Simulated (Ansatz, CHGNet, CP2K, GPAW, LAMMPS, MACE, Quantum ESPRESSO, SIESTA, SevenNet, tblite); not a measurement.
# tblite on glassy 71SiO2-12Al2O3-17CaO (mol %) (74 atoms): settings against a plane-wave reference

How do the settings of tblite change the result for glassy 71SiO2-12Al2O3-17CaO (mol %) (74 atoms)? A plane-wave run serves as the yardstick.

Calculated with tblite 0.8.0; the method is named at each step.

## 1. The structure

The cell holds 74 atoms: 17 Si, 6 Al, 4 Ca and 47 O. Cell: a = 9.897 Å, b = 9.897 Å, c = 9.897 Å, α = 90.0°, β = 90.0°, γ = 90.0°. 74 atoms (17 Si, 6 Al, 4 Ca, 47 O) placed at random at 2.49 g/cm³, melted at 4000 K for 10 ps at fixed volume with the Morse and Coulomb pair potential with partial charges (Pedone, Malavasi, Menziani, Cormack and Segre, J. Phys. Chem. B 110, 11780 (2006)). Quenched from 4000 K to 300 K at 500 K/ps and fixed volume, held 10 ps at zero pressure.

The yardstick, on the same geometry:

| Item | Value |
| --- | --- |
| method | Kohn-Sham DFT, PBE, PAW, plane waves (Ansatz 0.2.0); cutoff 420 eV, Γ point, fermi-dirac smearing of 0.05 eV; PAW set soft_2 |
| r.m.s. force component | 1.394 eV/Å |
| longest force | 4.875 eV/Å |
| pressure | 6.599 GPa |
| gap (highest filled to lowest empty level) | 2.902 eV |
| SCF cycles | 9 |
| time | 5 s on 8 threads of Arm Neoverse V2, shared host |
| CPU time | 35 s |

## 2. IPEA1-xTB

Method: IPEA1-xTB tight binding, diagonalisation.

run.py reads:

```python
import numpy as np
from ase.io import read
from tblite.ase import TBLite

atoms = read("structure.xyz")
atoms.calc = TBLite(method="IPEA1-xTB", electronic_temperature=580, accuracy=1.0, max_iterations=250, mixer_damping=0.4, verbosity=1)
energy = atoms.get_potential_energy()
forces = atoms.get_forces()
print(f"energy {energy:.6f} eV")
print("forces (eV/A)")
for i, (a, f) in enumerate(zip(atoms, forces)):
    print(f"{i:4d} {a.symbol:2s} {f[0]:10.5f} {f[1]:10.5f} {f[2]:10.5f}")
stress = -atoms.get_stress(voigt=False) * 160.21766
print("stress (GPa, compression positive)")
for row in stress:
    print(" ".join(f"{x:10.4f}" for x in row))
print("charges (e)")
print(np.array2string(atoms.get_charges(), precision=4, suppress_small=True, max_line_width=110, threshold=100000))
```

structure.xyz reads:

```xyz
74
Lattice="9.89690 0.00000 0.00000 0.00000 9.89690 0.00000 0.00000 0.00000 9.89690" Properties=species:S:1:pos:R:3 pbc="T T T"
Si 7.40387 4.09494 7.43930
Si 0.12163 0.74920 2.96660
Si 1.87220 2.36338 4.81187
Si 9.49984 1.73849 0.21565
Si 6.38855 9.67709 5.33007
Si 4.06941 6.96049 3.44551
Si 2.14416 4.52001 2.59922
Si 8.58368 8.09557 4.08801
Si 5.07355 5.78028 6.22485
Si 9.05339 5.25387 2.76905
Si 5.99435 7.61933 1.17823
Si 2.74946 9.27993 1.99927
Si 6.91783 1.14596 8.18018
Si 4.24834 6.80115 8.84169
Si 4.02339 3.86613 0.09412
Si 3.34832 9.68006 6.12539
Si 2.14545 4.72171 6.90190
Al 9.27874 5.49713 5.87836
Al 1.31272 7.72156 9.40107
Al 3.98004 0.58372 9.22975
Al 0.69793 4.73685 9.80674
Al 6.94762 4.73102 0.64567
Al 0.94595 7.71077 6.46099
Ca 8.02065 2.63535 4.99902
Ca 8.21482 7.45722 8.72006
Ca 5.96536 1.19861 1.94029
Ca 1.72721 1.90921 8.02639
O 9.21065 9.41462 3.49232
O 3.19907 0.12064 7.75204
O 6.25306 4.66164 6.36648
O 6.57946 0.97207 4.28892
O 0.44091 8.33497 7.94256
O 1.99462 8.28143 0.94387
O 1.66288 0.51246 2.78924
O 6.67061 8.89751 1.61458
O 7.17981 0.08709 6.87478
O 8.08468 6.21565 6.92169
O 2.76589 7.13052 8.58992
O 3.64463 0.24861 1.02106
O 5.24575 6.72029 2.30697
O 2.90909 5.81839 3.12643
O 6.81352 2.47551 7.30658
O 2.75896 4.21262 1.11865
O 5.66053 0.71149 9.02508
O 0.39162 6.29166 9.73291
O 0.84995 0.82164 9.68629
O 7.97265 4.42490 1.97206
O 4.85651 9.63127 5.67607
O 7.30936 4.50111 8.89603
O 0.65428 4.86660 2.21493
O 3.63978 4.97379 6.50959
O 5.07335 6.88557 7.45613
O 0.35757 1.86784 4.36483
O 8.15356 1.25216 9.24024
O 1.74086 3.31596 6.07214
O 4.39224 5.24209 9.30952
[... 14 atom lines left out ...]
O 7.16070 8.48669 4.69746
O 9.28369 1.48048 1.79114
O 2.72561 1.17545 5.34155
O 9.60276 7.60122 5.22032
```

On the command line:

```bash
> OMP_NUM_THREADS=1 python run.py > output.txt
```

Log:

```text
------------------------------------------------------------
  cycle        total energy    energy error   density error
------------------------------------------------------------
      1     -266.2389374463  -2.6749697E+02   8.3201529E-01
      2     -270.8863508647  -4.6474134E+00   4.6448972E-01
      3     -269.7619004707   1.1244504E+00   3.3283609E-01
      4     -273.1890129563  -3.4271125E+00   3.9252269E-02
      5     -273.2507829654  -6.1770009E-02   1.4039034E-02
      6     -273.2568555241  -6.0725587E-03   5.5025859E-03
      7     -273.2571591934  -3.0366939E-04   2.7766656E-03
      8     -273.2575319711  -3.7277762E-04   5.8083292E-04
      9     -273.2575462845  -1.4313435E-05   2.5401103E-04
     10     -273.2575468491  -5.6461744E-07   1.2277654E-04
     11     -273.2575474510  -6.0187682E-07   3.0669081E-05
     12     -273.2575475098  -5.8829642E-08   5.8487951E-06
------------------------------------------------------------
 total:                                   4.162 sec
energy -7435.716609 eV
forces (eV/A)
   0 Si    0.69668    0.18254   -3.18388
   1 Si   -0.10829    2.63047    2.93921
   2 Si   -1.60513    0.27069   -0.72139
   3 Si    0.15361   -2.00658   -2.04622
   4 Si    1.50936    3.04039    1.71629
   5 Si    1.36857   -2.80087   -0.79131
   6 Si    1.41651    1.74816   -2.50354
   7 Si    0.88998   -2.67052   -0.69791
   8 Si    0.13261   -1.26677    1.52052
   9 Si   -0.77446   -0.54434    0.95500
  10 Si    1.29935   -1.74458   -0.83238
  11 Si   -2.74628    1.03270   -1.80430
  12 Si    0.89055   -1.55360   -0.69885
  13 Si    1.10454   -0.20724   -0.21810
  14 Si    0.82612   -1.09951    1.44072
  15 Si   -1.30184    2.21938    1.30299
  16 Si   -1.37504   -0.57522   -1.66772
  17 Al   -0.41975   -0.00484    1.18544
  18 Al   -0.41966    0.55355   -1.10833
  19 Al   -0.20331    1.19754    0.48069
  20 Al    1.60642   -2.41875    0.34835
  21 Al   -1.28984   -0.02868    0.23737
  22 Al    0.31121   -0.55895   -0.47312
  23 Ca    0.50616    0.32494   -0.05729
[...]
66 O     1.02398   -0.73091    0.77981
  67 O    -0.71279    0.41004   -0.38104
  68 O    -0.01407    1.18823   -0.29590
  69 O    -0.36365    2.35168    0.18979
  70 O     0.34039   -2.70915   -0.69969
  71 O    -1.24286    0.23769    0.59147
  72 O     1.45293   -2.07629    0.65543
  73 O    -0.02487   -0.17060    0.25241
stress (GPa, compression positive)
    3.6194    -0.1603    -1.4160
   -0.1603     3.5724    -2.0130
   -1.4160    -2.0130     3.2853
charges (e)
[ 0.3762  0.4166  0.4065  0.3523  0.3815  0.4065  0.4139  0.4052  0.4299  0.3895  0.338   0.3947  0.3631
  0.3742  0.3816  0.3724  0.3804  0.3158  0.3065  0.3037  0.3353  0.2811  0.3067  0.7516  0.7161  0.7511
  0.7938 -0.184  -0.269  -0.2128 -0.3193 -0.3446 -0.2805 -0.2112 -0.3029 -0.2483 -0.3754 -0.2727 -0.2605
 -0.2218 -0.2056 -0.257  -0.1985 -0.2581 -0.3418 -0.3238 -0.2551 -0.1705 -0.2531 -0.172  -0.2122 -0.2149
 -0.2207 -0.1983 -0.1993 -0.1873 -0.1793 -0.2577 -0.3004 -0.2436 -0.2558 -0.2691 -0.2802 -0.3025 -0.1836
 -0.1878 -0.292  -0.1926 -0.2636 -0.2231 -0.1813 -0.1779 -0.209  -0.2739]
```

The job ended after 4.7 s (1 thread of Arm Neoverse V2, shared host; peak memory 0.12 GiB).

Banners, paths, timers and routine set-up lines are dropped from the logs unmarked, and long logs keep their key lines alone; longer cuts are marked.

Compared with the plane-wave run:

```yaml
r_m_s_force_component: 1.219 eV/Å
r_m_s_difference_of_force_components: 522.4 meV/Å
longest_difference_of_force_vectors: 2139 meV/Å
force_difference_over_r_m_s_force: 37.47 %
slope_of_forces_against_the_reference_s: 0.8124
correlation_of_force_components: 0.9287
pressure: 3.492 GPa
pressure_difference: -3.106 GPa
```

Length of the force difference by element (eV/Å):

```csv
element,atoms,mean,most
Al,6,0.98,1.3
Ca,4,0.61,0.85
O,47,0.57,1.2
Si,17,1.3,2.1
```

A closer look about O37, whose charge lies farthest from its element's mean: 9 atoms, nearest first, numbered in the order of the input, with positions taken from that point.

```csv
atom,x,y,z,distance (Å),bonds,Mulliken charge (e),Fx,Fy,Fz (eV/Å)
O37,0.00,0.00,0.00,0.00,2,-0.38,0.19,-0.06,1.25
Al18,1.19,-0.72,-1.04,1.74,4,0.32,-0.42,0.00,1.19
Ca25,0.13,1.24,1.80,2.19,4,0.72,0.18,-0.71,-0.51
Si1,-0.68,-2.12,0.52,2.29,4,0.38,0.70,0.18,-3.18
O30,-1.83,-1.55,-0.56,2.47,2,-0.21,-1.79,1.11,-1.09
O64,0.78,-2.40,-0.13,2.53,3,-0.30,1.11,-0.07,-0.86
O74,1.52,1.39,-1.70,2.67,2,-0.27,-0.02,-0.17,0.25
O49,-0.78,-1.71,1.97,2.73,2,-0.25,0.06,0.56,2.75
O60,2.88,-0.37,-0.51,2.95,3,-0.24,0.36,0.86,-0.78
```

Atoms are counted from 1 here, from 0 in the log.

Forces lie 37 % from the reference's, at 0.13 times its CPU time (on 1 against 8 cores).

## 3. GFN2-xTB

Method: GFN2-xTB tight binding, diagonalisation.

run.py: that of step 2 with these lines changed.

```diff
@@ -5,3 +5,3 @@
 atoms = read("structure.xyz")
-atoms.calc = TBLite(method="IPEA1-xTB", electronic_temperature=580, accuracy=1.0, max_iterations=250, mixer_damping=0.4, verbosity=1)
+atoms.calc = TBLite(method="GFN2-xTB", electronic_temperature=580, accuracy=1.0, max_iterations=250, mixer_damping=0.4, verbosity=1)
 energy = atoms.get_potential_energy()
```

structure.xyz is that of step 2.

Log:

```text
------------------------------------------------------------
  cycle        total energy    energy error   density error
------------------------------------------------------------
      1     -220.9726951530  -2.2234641E+02   4.9463234E-01
      2     -231.6808656226  -1.0708170E+01   3.4279970E-01
      3     -232.6437826463  -9.6291702E-01   2.2259789E-01
      4     -232.6494120253  -5.6293789E-03   1.4611503E-01
      5     -232.7506029888  -1.0119096E-01   8.8764597E-02
      6     -232.7726755308  -2.2072542E-02   7.2606084E-02
[...]
45     -232.8614506933  -1.4810013E-08   3.8172680E-05
     46     -232.8614506989  -5.5657949E-09   2.2066624E-05
     47     -232.8614507002  -1.2950920E-09   1.2566768E-05
------------------------------------------------------------
 total:                                   7.049 sec
energy -6336.482825 eV
forces (eV/A)
   0 Si   -0.22643   -1.03665   -3.25723
   1 Si    1.69741    0.91623    1.58231
   2 Si   -1.54570    0.57860   -1.05731
   3 Si   -0.13532   -2.17011   -1.46451
   4 Si    1.53144    2.30117    2.25115
   5 Si    1.37677   -3.30241   -1.31929
[...]
71 O    -1.70702    0.54661    0.40117
  72 O     1.50032   -1.59976    0.42771
  73 O     0.37506   -0.24474    0.22185
stress (GPa, compression positive)
   -0.4954    -0.1527    -0.9233
   -0.1527    -1.7777    -2.7368
   -0.9233    -2.7368    -1.0615
charges (e)
[ 0.7306  0.6354  0.6789  0.655   0.6449  0.625   0.6593  0.6548  0.6505  0.7068  0.6576  0.6438  0.6689
  0.6773  0.6985  0.6336  0.7142  0.3833  0.3906  0.3777  0.3878  0.3821  0.3876  0.4425  0.3444  0.4558
  0.3675 -0.2882 -0.2314 -0.3176 -0.3983 -0.2953 -0.311  -0.3411 -0.3891 -0.3172 -0.3962 -0.357  -0.284
 -0.3556 -0.3162 -0.3992 -0.3579 -0.3112 -0.2812 -0.3066 -0.2893 -0.2255 -0.3027 -0.301  -0.3614 -0.3831
 -0.3566 -0.3122 -0.3341 -0.3616 -0.2844 -0.3358 -0.327  -0.3058 -0.2642 -0.3164 -0.3523 -0.3845 -0.2852
 -0.2905 -0.3478 -0.4263 -0.3594 -0.3231 -0.2494 -0.3177 -0.2936 -0.3093]
```

Elapsed: 7.6 s, on 1 thread; peak memory 0.12 GiB.

Compared with the plane-wave run:

```
r.m.s. force component                  : 1.275 eV/Å
r.m.s. difference of force components   : 474.1 meV/Å
longest difference of force vectors     : 1703 meV/Å
force difference over r.m.s. force      : 34.01 %
slope of forces against the reference's : 0.8602
correlation of force components         : 0.9408
pressure                                : -1.111 GPa
pressure difference                     : -7.71 GPa
```

Against the first run (37 %), the force difference from the reference is 34 %, at 1.6 times the CPU time (47 SCF steps against 12).

## 4. The ladder

Differences are against the plane-wave reference, forces as r.m.s. over components; share is that over the reference's r.m.s. force, slope the least-squares factor from reference forces to these. Total energies of different programs have different zeros and aren't compared.

```csv
run,"Δ force, r.m.s. (meV/Å)",share (%),slope,Δ pressure (GPa),cores,CPU time,memory (GiB)
reference,-,-,-,-,8,35 s,1.2
tblite IPEA1-xTB,522,37.5,0.812,-3.11,1,4.7 s,0.12
tblite GFN2-xTB,474,34.0,0.860,-7.71,1,7.6 s,0.12
```

CPU time is summed over cores on a shared host, where runs went side by side, so it is rough. Symmetry, cutoffs, thresholds, outputs and thread counts weren't matched or tuned between programs; memory under MPI is the largest rank's times the ranks.

Mean charges by element (e), by run and scheme:

```csv
run,scheme,Si,Al,Ca,O
reference,Löwdin,+1.75,+1.33,+1.81,-0.85
tblite IPEA1-xTB,Mulliken,+0.39,+0.31,+0.75,-0.24
tblite GFN2-xTB,Mulliken,+0.67,+0.38,+0.40,-0.32
```

The reference's Löwdin charges lack the electrons that the projection spills, 0.071 e an atom on average.

## 5. Outcome

```yaml
nearest_in_forces: tblite GFN2-xTB, 34 %
its_cpu_time: 7.6 s
```

Tight binding differs by 34 % (tblite GFN2-xTB) to 37 % (tblite IPEA1-xTB); it is another model, with fitted parameters of its own, and the xTB methods hold dispersion. IPEA1-xTB was fitted to ionisation energies and electron affinities, not to forces or charges. Of the electronic-structure runs that take under half the reference's CPU time, tblite GFN2-xTB comes nearest, at 34 % in 7.6 s against 35 s; its pressure misses by -7.7 GPa. Charges hang on model, scheme and program or settings: among these rows the mean for Ca runs from +0.40 to +1.81 e. Periodic xTB results under one method name differ between programs and library versions. The quench rate of 500 K/ps is many orders above laboratory rates, so the cell is likely richer in defects and strain than a real sample. The network of bonds at the start is that of the classical potential that made the cell, and needn't be the one that DFT or experiment would give. The electronic-structure runs sample only Γ, in a cell whose shortest periodic width is 10 Å.

[Also dropped from logs without a mark: logging warnings of Python, and SIESTA's first energy breakdown and zero terms.]

[Logs are printed without paths, hosts, clocks, repeated set-up lines and the standing remarks that a program may print on its own settings, such as how far it seeks lower states.]

[Hosts, paths, dates, database ids (printed as entryN), source tags and the programs' standing remarks are cut or masked in the printed files.]
